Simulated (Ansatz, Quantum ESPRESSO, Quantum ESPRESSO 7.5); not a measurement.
**Work-function anisotropy of Ca**

Which face of Ca holds its electrons most tightly, and does packing explain the order?

Main program and level: Quantum ESPRESSO 7.5; plane-wave DFT, PBE, GBRV ultrasoft pseudopotentials (geometry and cross-check by Ansatz 0.2.0 with PAW datasets; geometry under PBE).

The experiments to compare with:

For Ca (polycrystalline sample, no single face), “Anisotropic work function of elemental crystals” (2019, arxiv:1902.07811) quotes earlier work: work function, loosely compared (polycrystalline sample, no single face) 2.87 eV.

## 1. Set-up

The cell holds 5 atoms: 5 Ca. Its edges and angles: a = 3.946 Å, b = 3.946 Å, c = 28.886 Å, α = 90.0°, β = 90.0°, γ = 60.0°. It derives from Ca. Vacuum lies along c.

## 2. Geometry from Ansatz of (111)

A relaxation in Ansatz fixes the structure of this slab for the runs on it.

File input.yaml:

```yaml
crystal:
  lattice:
    - [3.945655839, 0.0, 0.0]
    - [1.9728279195, 3.4170381912, 0.0]
    - [0.0, 0.0, 28.8864580083]
  atoms:
    - { symbol: Ca, position: [0.6666666667, 0.6666666667, 0.2769463808] }
    - { symbol: Ca, position: [0.0, 0.0, 0.3884731904] }
    - { symbol: Ca, position: [0.3333333333, 0.3333333333, 0.5] }
    - { symbol: Ca, position: [0.6666666667, 0.6666666667, 0.6115268096] }
    - { symbol: Ca, position: [0.0, 0.0, 0.7230536192] }
kpoints:
  mp_grid: { grid: [12, 12, 1] }
hamiltonian:
  xc: pbe
scf:
  occupations: { method: fermi_dirac, width: 0.1 }
  convergence: { dr2_threshold: 1.0e-08 }
efield:
  axis: 3
  dipole_correction: true
  ramp_position: 0.97
  ramp_width: 0.04
relax:
  f_tol: 0.01
  constraints: [{ sites: [2] }]
output:
  write_potential: true
  write_density: true
  volumetric_format: npy
```

The run is started by

```sh
ansatz run input.yaml --threads 4 --pin off --max-ram 8192MiB --backend cpu --events-out ev --progress --plain --runs-dir out
```

Numbers of over 12 decimals in the logs are rounded to 6 here.

The program printed:

```text
Engine: ansatz 0.2.0, aarch64-unknown-linux-gnu
Pseudopotentials: kind: paw
Pseudopotential: Ca, paw, valence charge 10, recommended cutoff 420 eV (normal), Ca.paw.azcp
Functional definition: PBE
  parameter kappa = 0.804
  parameter beta = 0.066725
  exchange = pbe_x(kappa = kappa, mu = beta*pi^2/3)
  correlation = pbe_c(beta = beta)
Crystal: 5 atoms, lattice volume = 389.460 Å³
Basis set: ecut = 420 eV, 7717 PW (Γ), exchange–correlation on 54×54×400 points (8 copies of the dense FFT grid, shifted against one another)
Bands: 30, of which v1, the nominal top of the filled ones, is band 25 counted from 1 (24 counted from 0)
Symmetry: 6 space group operations
k-points: 19 of 144 (time reversal used)
Non-local potential: Ca, projectors of the file, l = 0: 3, l = 1: 2, l = 2: 2
PAW form: soft (Blöchl's): semilocal exchange-correlation on the pseudo side does not see the compensation charge
PAW one-centre angular grid: Ca, 110 points (default); XC on 64 Gauss nodes
Initial density: superposition of atomic densities (neutral atoms: chi_scale 0, normalization atom), corrected by the library's trained network
Initial wavefunctions: pseudopotential atomic-orbital guess
Functional: x = pbe(κ = 0.804, μ = 0.219515), c = pbe(β = 0.066725)
SCF iter   1: F=—  HF=-9083.660491 eV  |F-HF|=—  |Δ(HF+E_count)|=         —  Δρ=2.52e-3  dr2=1.43e0  ethr=1.77e-3  p=0.000 e·Å  D=4.78e-5 V/Å  ΔV_dip=-0.00 eV  dr2_dipole=1.65e-5  V_vac-E_F(+/−)=2.85/2.85 eV  ⟨swp⟩=13.3  Hψ=7416  notcnv=0
efield: sawtooth ramp at fractional position 0.9700 (set: `efield.ramp_position`, or a place that a band, a saddle search or an elastic batch's reference lends), width 0.0400; the density the first Hamiltonian is built on has a dipole p = 0.000 e·Å; the dipole correction subtracts the counter field D = 4.78e-5 V/Å, which shifts the + side's vacuum level by -0.00 eV against the − side's; the planar-averaged density in the ramp window peaks in size at 3.9e-6 e/Å³
automatic band count: the SCF goes on with 35 bands, as 30 were too few: the levels above may hold too much charge
preconditioner: auto → LDOS  [metal: Δε(μ)=0.019 eV  Ē_g=2.336 eV  σ=0.100 eV  W_gap=0.05  n_scr=46 (ndim 8)  ℏωp=6.0 eV  f_vac=0.390  D(μ)=7.30/eV (n_scr^D=22)  β→1.0]
SCF iter   2: F=—  HF=-9083.625825 eV  |F-HF|=—  |Δ(HF+E_count)|=   3.47e-2  Δρ=8.62e-4  dr2=7.31e-3  ethr=1.77e-3  p=0.000 e·Å  D=1.94e-5 V/Å  ΔV_dip=-0.00 eV  dr2_dipole=4.08e-7  V_vac-E_F(+/−)=2.99/2.99 eV  ⟨swp⟩=1.2  Hψ=820  notcnv=0
SCF iter   3: F=—  HF=-9083.626119 eV  |F-HF|=—  |Δ(HF+E_count)|=   2.93e-4  Δρ=7.29e-4  dr2=8.05e-3  ethr=1.46e-5  p=0.000 e·Å  D=9.11e-6 V/Å  ΔV_dip=-0.00 eV  dr2_dipole=5.44e-9  V_vac-E_F(+/−)=2.99/2.99 eV  ⟨swp⟩=2.2  Hψ=1081  notcnv=0
SCF iter   4: F=—  HF=-9083.625383 eV  |F-HF|=—  |Δ(HF+E_count)|=   7.35e-4  Δρ=1.75e-4  dr2=1.46e-4  ethr=1.46e-5  p=0.000 e·Å  D=7.09e-6 V/Å  ΔV_dip=-0.00 eV  dr2_dipole=1.15e-9  V_vac-E_F(+/−)=3.00/3.00 eV  ⟨swp⟩=2.0  Hψ=792  notcnv=0
SCF iter   5: F=—  HF=-9083.625356 eV  |F-HF|=—  |Δ(HF+E_count)|=   2.70e-5  Δρ=2.94e-5  dr2=8.14e-6  ethr=2.92e-7  p=0.000 e·Å  D=5.55e-6 V/Å  ΔV_dip=-0.00 eV  dr2_dipole=1.12e-11  V_vac-E_F(+/−)=3.00/3.00 eV  ⟨swp⟩=2.1  Hψ=1160  notcnv=0
SCF iter   6: F=—  HF=-9083.625317 eV  |F-HF|=—  |Δ(HF+E_count)|=   3.98e-5  Δρ=1.36e-5  dr2=1.06e-6  ethr=1.63e-8  p=0.000 e·Å  D=5.05e-6 V/Å  ΔV_dip=-0.00 eV  dr2_dipole=8.21e-13  V_vac-E_F(+/−)=3.00/3.00 eV  ⟨swp⟩=2.2  Hψ=1090  notcnv=0
SCF iter   7: F=—  HF=-9083.625316 eV  |F-HF|=—  |Δ(HF+E_count)|=   1.94e-7  Δρ=3.80e-6  dr2=1.08e-7  ethr=2.12e-9  p=0.000 e·Å  D=4.86e-6 V/Å  ΔV_dip=-0.00 eV  dr2_dipole=1.97e-12  V_vac-E_F(+/−)=3.00/3.00 eV  ⟨swp⟩=2.0  Hψ=1076  notcnv=0
SCF iter   8: F=—  HF=-9083.625316 eV  |F-HF|=—  |Δ(HF+E_count)|=   9.54e-9  Δρ=1.20e-6  dr2=1.58e-8  ethr=2.16e-10  p=0.000 e·Å  D=4.73e-6 V/Å  ΔV_dip=-0.00 eV  dr2_dipole=3.31e-13  V_vac-E_F(+/−)=3.00/3.00 eV  ⟨swp⟩=2.1  Hψ=1016  notcnv=0
SCF iter   9: F=-9083.625316 eV  HF=-9083.625316 eV  |F-HF|=1.93e-10  |Δ(HF+E_count)|=   1.84e-9  Δρ=2.94e-7  dr2=2.87e-9  ethr=2.00e-11  p=0.000 e·Å  D=4.65e-6 V/Å  ΔV_dip=-0.00 eV  dr2_dipole=1.48e-12  V_vac-E_F(+/−)=3.00/3.00 eV  ⟨swp⟩=8.4  Hψ=3751  notcnv=0
SCF 1 converged in 9 iterations: F = -9083.625316 eV  dr2 = 2.87e-9
  greatest PAW one-centre occupation: 0.996 electrons in one spin orbital (limit 2), on the Ca atom at site 0 (counted from 0), in its partial waves of l = 0
relax step   1: F+E_penalty+E_count = -9083.62531635 eV  Δ(F+E_penalty+E_count) = +0.000e0 eV  max|allowed force component| = 1.010e-1 eV/Å  Δτ_max = 0.0000 Å  (9 SCF iters, accepted)
Bands: 35, of which v1, the nominal top of the filled ones, is band 25 counted from 1 (24 counted from 0)
Initial density: handed on by an earlier stage of this run
Initial wavefunctions: those handed on with the density
iter 1 solved again at ethr=4.04e-4 eV; its pass at ethr=3.10e-3 eV (dr2=2.02e-1 eV) is discarded
SCF iter   1: F=—  HF=-9083.639924 eV  |F-HF|=—  |Δ(HF+E_count)|=         —  Δρ=1.14e-3  dr2=9.35e-2  ethr=4.04e-4  p=0.000 e·Å  D=4.64e-6 V/Å  ΔV_dip=-0.00 eV  dr2_dipole=2.17e-11  V_vac-E_F(+/−)=3.01/3.01 eV  ⟨swp⟩=1.2  Hψ=2548  notcnv=0
efield: sawtooth ramp at fractional position 0.9700 (set: `efield.ramp_position`, or a place that a band, a saddle search or an elastic batch's reference lends), width 0.0400; the density the first Hamiltonian is built on has a dipole p = 0.000 e·Å; the dipole correction subtracts the counter field D = 4.64e-6 V/Å, which shifts the + side's vacuum level by -0.00 eV against the − side's; the planar-averaged density in the ramp window peaks in size at 4.1e-6 e/Å³
eigensolver tolerance schedule: the retry pair's looser diagonalisation over-reported the residual by 1.16 of it (diagonalisation noise at 0.21 of the residual, at the tolerance the schedule requests for it); recorded, not acted on — ethr = c·dr2/N_el stays at c = 1.0e-1
preconditioner: auto → LDOS  [metal: Δε(μ)=0.006 eV  Ē_g=2.373 eV  σ=0.100 eV  W_gap=0.01  n_scr=46 (ndim 8)  ℏωp=6.0 eV  f_vac=0.396  D(μ)=6.90/eV (n_scr^D=16)  β→1.0]
SCF iter   2: F=—  HF=-9083.635936 eV  |F-HF|=—  |Δ(HF+E_count)|=   3.99e-3  Δρ=5.93e-4  dr2=4.48e-3  ethr=1.87e-4  p=0.000 e·Å  D=3.45e-6 V/Å  ΔV_dip=-0.00 eV  dr2_dipole=3.14e-9  V_vac-E_F(+/−)=2.95/2.95 eV  ⟨swp⟩=1.3  Hψ=674  notcnv=0
SCF iter   3: F=—  HF=-9083.635429 eV  |F-HF|=—  |Δ(HF+E_count)|=   5.07e-4  Δρ=2.52e-4  dr2=6.33e-4  ethr=8.96e-6  p=0.000 e·Å  D=4.13e-6 V/Å  ΔV_dip=-0.00 eV  dr2_dipole=1.78e-9  V_vac-E_F(+/−)=2.97/2.97 eV  ⟨swp⟩=2.1  Hψ=1052  notcnv=0
[...]
SCF iter   3: F=—  HF=-9083.639947 eV  |F-HF|=—  |Δ(HF+E_count)|=   8.14e-4  Δρ=3.11e-4  dr2=1.07e-3  ethr=4.42e-5  p=0.000 e·Å  D=4.14e-6 V/Å  ΔV_dip=-0.00 eV  dr2_dipole=4.37e-10  V_vac-E_F(+/−)=2.95/2.95 eV  ⟨swp⟩=2.0  Hψ=759  notcnv=0
SCF iter   4: F=—  HF=-9083.639870 eV  |F-HF|=—  |Δ(HF+E_count)|=   7.66e-5  Δρ=1.28e-4  dr2=1.21e-4  ethr=2.14e-6  p=0.000 e·Å  D=3.65e-6 V/Å  ΔV_dip=-0.00 eV  dr2_dipole=1.85e-11  V_vac-E_F(+/−)=2.95/2.95 eV  ⟨swp⟩=2.0  Hψ=1054  notcnv=0
SCF iter   5: F=—  HF=-9083.639865 eV  |F-HF|=—  |Δ(HF+E_count)|=   5.89e-6  Δρ=4.61e-5  dr2=1.44e-5  ethr=2.42e-7  p=0.000 e·Å  D=3.48e-6 V/Å  ΔV_dip=-0.00 eV  dr2_dipole=2.63e-13  V_vac-E_F(+/−)=2.95/2.95 eV  ⟨swp⟩=2.0  Hψ=914  notcnv=0
SCF iter   6: F=—  HF=-9083.639853 eV  |F-HF|=—  |Δ(HF+E_count)|=   1.13e-5  Δρ=1.49e-5  dr2=2.00e-6  ethr=2.89e-8  p=0.000 e·Å  D=3.54e-6 V/Å  ΔV_dip=-0.00 eV  dr2_dipole=8.96e-16  V_vac-E_F(+/−)=2.95/2.95 eV  ⟨swp⟩=2.1  Hψ=1128  notcnv=0
SCF iter   7: F=—  HF=-9083.639799 eV  |F-HF|=—  |Δ(HF+E_count)|=   5.38e-5  Δρ=3.58e-6  dr2=1.17e-7  ethr=4.00e-9  p=0.000 e·Å  D=3.58e-6 V/Å  ΔV_dip=-0.00 eV  dr2_dipole=2.20e-12  V_vac-E_F(+/−)=2.95/2.95 eV  ⟨swp⟩=2.0  Hψ=1076  notcnv=0
SCF iter   8: F=—  HF=-9083.639799 eV  |F-HF|=—  |Δ(HF+E_count)|=   1.16e-8  Δρ=1.21e-6  dr2=1.74e-8  ethr=2.33e-10  p=0.000 e·Å  D=3.61e-6 V/Å  ΔV_dip=-0.00 eV  dr2_dipole=6.69e-13  V_vac-E_F(+/−)=2.95/2.95 eV  ⟨swp⟩=2.1  Hψ=943  notcnv=0
SCF iter   9: F=-9083.639799 eV  HF=-9083.639799 eV  |F-HF|=5.77e-10  |Δ(HF+E_count)|=   1.18e-9  Δρ=3.76e-7  dr2=1.80e-9  ethr=2.00e-11  p=0.000 e·Å  D=3.62e-6 V/Å  ΔV_dip=-0.00 eV  dr2_dipole=8.65e-14  V_vac-E_F(+/−)=2.95/2.95 eV  ⟨swp⟩=8.3  Hψ=3738  notcnv=0
SCF 3 converged in 9 iterations: F = -9083.639799 eV  dr2 = 1.80e-9
  greatest PAW one-centre occupation: 0.996 electrons in one spin orbital (limit 2), on the Ca atom at site 4 (counted from 0), in its partial waves of l = 0
relax step   3: F+E_penalty+E_count = -9083.63979944 eV  Δ(F+E_penalty+E_count) = -4.515e-3 eV  max|allowed force component| = 1.083e-2 eV/Å  Δτ_max = 0.0988 Å  (9 SCF iters, accepted)
SCF iter   1: F=—  HF=-9083.640024 eV  |F-HF|=—  |Δ(HF+E_count)|=         —  Δρ=1.46e-4  dr2=1.18e-3  ethr=1.73e-5  p=0.000 e·Å  D=3.62e-6 V/Å  ΔV_dip=-0.00 eV  dr2_dipole=3.12e-12  V_vac-E_F(+/−)=2.95/2.95 eV  ⟨swp⟩=2.5  Hψ=1260  notcnv=0
efield: sawtooth ramp at fractional position 0.9700 (set: `efield.ramp_position`, or a place that a band, a saddle search or an elastic batch's reference lends), width 0.0400; the density the first Hamiltonian is built on has a dipole p = 0.000 e·Å; the dipole correction subtracts the counter field D = 3.62e-6 V/Å, which shifts the + side's vacuum level by -0.00 eV against the − side's; the planar-averaged density in the ramp window peaks in size at 2.9e-6 e/Å³
preconditioner: auto → LDOS  [metal: Δε(μ)=0.018 eV  Ē_g=2.387 eV  σ=0.100 eV  W_gap=0.05  n_scr=46 (ndim 8)  ℏωp=6.0 eV  f_vac=0.405  D(μ)=6.88/eV (n_scr^D=16)  β→1.0]
SCF iter   2: F=—  HF=-9083.639941 eV  |F-HF|=—  |Δ(HF+E_count)|=   8.31e-5  Δρ=7.31e-5  dr2=7.55e-5  ethr=2.36e-6  p=0.000 e·Å  D=3.63e-6 V/Å  ΔV_dip=-0.00 eV  dr2_dipole=1.08e-12  V_vac-E_F(+/−)=2.95/2.95 eV  ⟨swp⟩=1.3  Hψ=825  notcnv=0
SCF iter   3: F=—  HF=-9083.639923 eV  |F-HF|=—  |Δ(HF+E_count)|=   1.83e-5  Δρ=3.34e-5  dr2=1.03e-5  ethr=1.51e-7  p=0.000 e·Å  D=3.62e-6 V/Å  ΔV_dip=-0.00 eV  dr2_dipole=4.00e-12  V_vac-E_F(+/−)=2.95/2.95 eV  ⟨swp⟩=2.0  Hψ=1053  notcnv=0
SCF iter   4: F=—  HF=-9083.639929 eV  |F-HF|=—  |Δ(HF+E_count)|=   6.12e-6  Δρ=6.59e-6  dr2=7.09e-7  ethr=2.07e-8  p=0.000 e·Å  D=3.60e-6 V/Å  ΔV_dip=-0.00 eV  dr2_dipole=6.13e-13  V_vac-E_F(+/−)=2.95/2.95 eV  ⟨swp⟩=2.6  Hψ=1013  notcnv=0
SCF iter   5: F=—  HF=-9083.639873 eV  |F-HF|=—  |Δ(HF+E_count)|=   5.63e-5  Δρ=1.63e-6  dr2=1.97e-8  ethr=1.42e-9  p=0.000 e·Å  D=3.62e-6 V/Å  ΔV_dip=-0.00 eV  dr2_dipole=1.48e-12  V_vac-E_F(+/−)=2.95/2.95 eV  ⟨swp⟩=2.0  Hψ=779  notcnv=0
SCF iter   6: F=-9083.639873 eV  HF=-9083.639873 eV  |F-HF|=1.33e-9  |Δ(HF+E_count)|=   3.51e-9  Δρ=4.63e-7  dr2=2.49e-9  ethr=2.00e-11  p=0.000 e·Å  D=3.63e-6 V/Å  ΔV_dip=-0.00 eV  dr2_dipole=8.15e-13  V_vac-E_F(+/−)=2.95/2.95 eV  ⟨swp⟩=9.0  Hψ=3946  notcnv=0
SCF 4 converged in 6 iterations: F = -9083.639873 eV  dr2 = 2.49e-9
relax step   4: F+E_penalty+E_count = -9083.63987274 eV  Δ(F+E_penalty+E_count) = -7.330e-5 eV  max|allowed force component| = 2.824e-3 eV/Å  Δτ_max = 0.0052 Å  (6 SCF iters, accepted)
NSCF: frozen V_eff on 19 k-points
the band table was solved once a step of the walk had ended and its energy, with any forces and stress, was formed, with the checks that follow a solve (3358 applications of the Hamiltonian). They found nothing against the state; the energy, forces and stress were not computed again (output.eigenvalues in the input reference)
WARN: The output density's exchange-correlation potential varies sharply where the density is thin. Do not read a vacuum level from v_tot or v_xc, or from such a field of the output density. On a cell that repeats whose density bears no net charge and no dipole along the vacuum's axis use v_es (v_loc + v_h of the components); under efield.dipole_correction with no amplitude use v_es + v_field, which holds any externa [...]
SCF converged after 6 iterations
Free energy (F): -9083.639873 eV
Harris-Foulkes:  -9083.639873 eV  (|F-HF|=1.33e-9)
Internal energy: -9083.416580 eV  (E = F + TS)
E sigma→0 (E₀):  -9083.528226 eV
Entropy (-TS):   -0.223293 eV (-44.659 meV/atom)
Fermi energy:    1.442272 eV
Dipole field:    D = 0.000005 V/Å  (p = 0.000010 e·Å, saw-weighted, corrected)
Work function:   Φ+ = 2.9527 eV   Φ− = 2.9529 eV
Levels:          The Fermi level and band energies are counted from a zero that moves with the ramp; work functions are not
--- Per-component energies (eV) ---
  E_band       = -1058.059624
  E_kinetic    = 1376.118114
  E_local      = -21656.955080  (includes V_loc(G=0)·N_el)
  E_nonlocal   = 318.315807
  E_hartree    = 10036.047373
  E_xc         = -678.294053
  E_vxc        = -845.340534  (∫ρ·V_xc dr)
  E_paw        = -4291.148411  (= ΣΔE_a)
  E_vpaw       = -322.293896  (= ΣTr[D̂ρ^β])
  E_aug_tail   = -0.000030  (compensation charges beyond the density's cutoff)
  E_efield     = 0.000000  (sawtooth field / dipole correction)
  E_vefield    = -0.000065  (∫n·V_field dr)
  E_ewald      = 5812.499702
  E_smearing   = -0.223293  (= −TS)
  E_closure    = 0.000000  (closes the sum)
  Σ components = -9083.639873   (vs F -9083.639873, Δ=0.00e0)
--- Forces (eV/Å), atoms counted from 1 ---
  atom   1  Ca     0.00000000     0.00000000     0.00100116
  atom   2  Ca     0.00000000     0.00000000    -0.00282408
  atom   3  Ca    -0.00000000    -0.00000000     0.00000006
  atom   4  Ca    -0.00000000    -0.00000000     0.00282379
  atom   5  Ca     0.00000000    -0.00000000    -0.00100103
  max |Σ_I F_I| component: 9.97e-8 eV/Å
--- Band table (eV; the first three rows and the last of 19) ---
  k-point 0: bands = [... 21 lower, -2.1297, -1.5373, -0.7618, 0.0335, 1.4048, 1.7849, 2.2138, 2.7177, ... 6 higher]
  k-point 1: bands = [... 21 lower, -2.0290, -1.4393, -0.6667, 0.1283, 1.4262, 1.8267, 2.2444, 2.7195, ... 6 higher]
  k-point 2: bands = [... 21 lower, -1.7334, -1.1528, -0.3908, 0.3998, 1.4877, 1.9388, 2.3166, 2.6955, ... 6 higher]
  k-point 18: bands = [... 21 lower, 1.2502, 1.2502, 1.3564, 1.4558, 1.4558, 1.7269, 1.8608, 1.8608, ... 6 higher]
--- Relaxed structure (4 steps of the walk, 4 accepted, 0 SCFs on fresh bases) ---
  F+E_penalty+E_count = -9083.63987274 eV   max|allowed force component| = 2.824e-3 eV/Å
  atoms:
    - { symbol: Ca, position: [0.666667, 0.666667, 0.282819] }
    - { symbol: Ca, position: [0, 0, 0.390167] }
    - { symbol: Ca, position: [0.333333, 0.333333, 0.500000] }
    - { symbol: Ca, position: [0.666667, 0.666667, 0.609833] }
    - { symbol: Ca, position: [0, 0, 0.717181] }
```

It took 16 s on 4 threads of Arm Neoverse V2, shared host; peak memory 0.73 GiB; 64 s of CPU time.

Step by step:

```
step  energy less that of the first step (eV)  largest force component (eV/Å)
   1                                   0.0000                          0.1010
   2                                  -0.0100                          0.0591
   3                                  -0.0145                          0.0108
   4                                  -0.0146                          0.0028
```

The atoms that moved most (Å):

```
atom     dx     dy      dz  length
 Ca1  0.000  0.000   0.170   0.170
 Ca5  0.000  0.000  -0.170   0.170
 Ca2  0.000  0.000   0.049   0.049
 Ca4  0.000  0.000  -0.049   0.049
```

The relaxed structure:

```cif
data_structure
_symmetry_space_group_name_H-M 'P 1'
_symmetry_Int_Tables_number 1
_cell_length_a 3.9457
_cell_length_b 3.9457
_cell_length_c 28.8865
_cell_angle_alpha 90.000
_cell_angle_beta 90.000
_cell_angle_gamma 60.000
_cell_volume 389.46
loop_
_atom_site_label
_atom_site_type_symbol
_atom_site_fract_x
_atom_site_fract_y
_atom_site_fract_z
_atom_site_occupancy
Ca1 Ca 0.66667 0.66667 0.28282 1
Ca2 Ca 0.00000 0.00000 0.39017 1
Ca3 Ca 0.33333 0.33333 0.50000 1
Ca4 Ca 0.66667 0.66667 0.60983 1
Ca5 Ca 0.00000 0.00000 0.71718 1
```

The relaxation lowers the energy by 3 meV an atom. Held were the atoms numbered 3; the forces quoted are those on the free ones.

Read from the output:

| Quantity | Value |
| --- | --- |
| free energy | -9083.6399 eV |
| energy at zero smearing | -9083.5282 eV |
| smearing term TS | 0.2233 eV |
| Fermi energy | 1.442 eV |
| symmetry operations | 6 |
| work function of the upper face | 2.953 eV |
| work function of the lower face | 2.953 eV |
| dipole along the normal | 9.69e-6 e·Å |

[end of part 1 of 6]

[Logs are printed without paths, hosts, clocks, repeated set-up lines and the standing remarks that a program may print on its own settings, such as how far it seeks lower states.]

[Hosts, paths, dates, database ids (printed as entryN), source tags and the programs' standing remarks are cut or masked in the printed files.]

[Maps of the electrostatic potential energy from Ansatz leave out the sawtooth potential of an applied field or a dipole correction, so their vacuum need not be flat; planar profiles and work functions include it.]
